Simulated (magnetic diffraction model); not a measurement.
## Ba2VBiS5 below its ordering temperature

Space group Pnma (no. 62), a = 12.2910 Å, b = 8.8780 Å, c = 8.9690 Å.

```
site  atom       x       y       z
  4c    Bi  0.9840     3/4  0.4624
  8d    Ba  0.3234  0.4919  0.3822
  4c     V  0.9057     3/4  0.8292
  4c     S  0.5098     3/4  0.4698
  4c     S  0.7251     3/4  0.8843
  4c     S  0.7832     3/4  0.3705
  8d     S  0.0541  0.4526  0.3275
```

The compound is invented for this exercise: a known structure type with other elements, its cell scaled to their sizes and not relaxed.

Only V is taken to order (form factors of V3+); orders and moment sizes are assumed, and not adapted to the symmetry. Radiation: neutrons of λ = 2.41 Å, 1.5° to 35°; isotropic B of 0.41 Å² (Bi), 0.47 Å² (Ba), 0.62 Å² (V) and 0.55 Å² (S). The intensities are simulated: I ∝ L Σ (|F_N|² + |F_M⊥|²) for unpolarised neutrons, with F_M = 2.695 fm/μB × Σ f(s) S exp(2πi Q·r) exp(−B s²) at Q = H ± k (one set where k and −k are equivalent), only the part normal to Q counting and L = 1/(sin²θ cos θ). For a modulated order the moment at position r is S exp(−2πi k·r) + c.c., with S = m/2 for a sine wave of amplitude m and S = m(u + iv)/2 for moments turning in a plane, u and v being orthogonal unit vectors in it; the phase factor of the sum at Q = H + k is then exp(2πi H·r). Form factors are spin-only for 3d ions and dipole or tabulated for f ions, scattering lengths are Sears's of 1992, and absorption is left out. A label names one of the reflections at its angle. The strongest nuclear line in the range is 100, and lines under 0.2 are left out.

Above the ordering temperature:

```csv
2θ (°),index,I
19.15,(1 0 1),100.0
22.02,(0 1 1),3.7
22.61,(2 0 0),19.2
24.79,(1 1 1),9.1
27.50,(2 0 1),30.6
27.59,(2 1 0),5.9
31.17,(0 0 2),44.3
31.50,(0 2 0),2.2
31.77,(2 1 1),6.2
33.24,(1 0 2),25.6
```

Below it (cell unchanged):

```
2θ (°)      I
 12.38   14.6
 15.26   16.0
 18.72    7.5
 19.15  100.0
 19.96   37.5
 21.89   10.0
 22.02    3.7
 22.61   19.2
 23.57    6.2
 24.79    9.1
 24.90    2.0
 25.88    3.3
 25.98    2.9
 27.50   30.6
 27.59    5.9
 28.30    0.7
 28.39    4.7
 29.52    0.6
 30.80    1.2
 31.17   44.3
 31.50    2.2
 31.77    6.2
 32.47    2.7
 33.24   25.6
 33.96    5.6
 34.62    4.4
 34.63    0.5
 34.71    0.4
```

**Question.** Find the propagation vector, then choose among these models:
A. moments turning in the plane of [010] and [001], 1.87 μB on V; signs + at (0.9057, 3/4, 0.8292), + at (0.5943, 1/4, 0.3292), − at (0.4057, 3/4, 0.6708), − at (0.0943, 1/4, 0.1708)
B. a sine wave with moments along [100] (amplitudes given), 1.87 μB on V; signs + at (0.9057, 3/4, 0.8292), + at (0.5943, 1/4, 0.3292), − at (0.4057, 3/4, 0.6708), − at (0.0943, 1/4, 0.1708)
C. moments turning in the plane of [100] and [010], 1.87 μB on V; signs + at (0.9057, 3/4, 0.8292), + at (0.5943, 1/4, 0.3292), − at (0.4057, 3/4, 0.6708), − at (0.0943, 1/4, 0.1708)
D. moments turning in the plane of [001] and [100], 1.87 μB on V; signs + at (0.9057, 3/4, 0.8292), + at (0.5943, 1/4, 0.3292), − at (0.4057, 3/4, 0.6708), − at (0.0943, 1/4, 0.1708)

The new lines index as (1 0 1/3) at 12.38°, (1 0 2/3) at 15.26°, (0 1 2/3) at 18.72° and (1 1 1/3) at 19.96°, that is as H ± k with k = (0 0 1/3). Satellites come in pairs about each point of the reciprocal lattice.

Magnetic intensity, observed (below minus above) and for each model:

| 2θ (°) | index | observed | A | B | C | D |
| --- | --- | --- | --- | --- | --- | --- |
| 12.38 | (1 0 1/3) | 14.6 | 26.7 | 2.5 | 17.1 | 14.6 |
| 15.26 | (1 0 2/3) | 16.0 | 24.7 | 7.3 | 23.3 | 16.0 |
| 19.96 | (1 1 1/3) | 37.5 | 30.7 | 15.8 | 24.8 | 37.5 |
| 21.89 | (1 1 2/3) | 10.0 | 8.4 | 4.8 | 8.1 | 10.0 |
| 23.57 | (1 0 4/3) | 6.2 | 7.6 | 4.8 | 10.9 | 6.2 |
| 24.90 | (2 0 2/3) | 2.0 | 3.7 | 0.3 | 2.4 | 2.0 |
| 25.88 | (0 0 5/3) | 3.3 | 3.3 | 3.3 | 6.6 | 3.3 |
| 34.62 | (3 0 1/3) | 4.4 | 8.7 | <0.2 | 4.5 | 4.4 |

Model D matches.

The structure used: k = (0 0 1/3), moments turning in the plane of [001] and [100], 1.87 μB on V; signs + at (0.9057, 3/4, 0.8292), + at (0.5943, 1/4, 0.3292), − at (0.4057, 3/4, 0.6708), − at (0.0943, 1/4, 0.1708).

[Logs are printed without paths, hosts, clocks, repeated set-up lines and the standing remarks that a program may print on its own settings, such as how far it seeks lower states.]
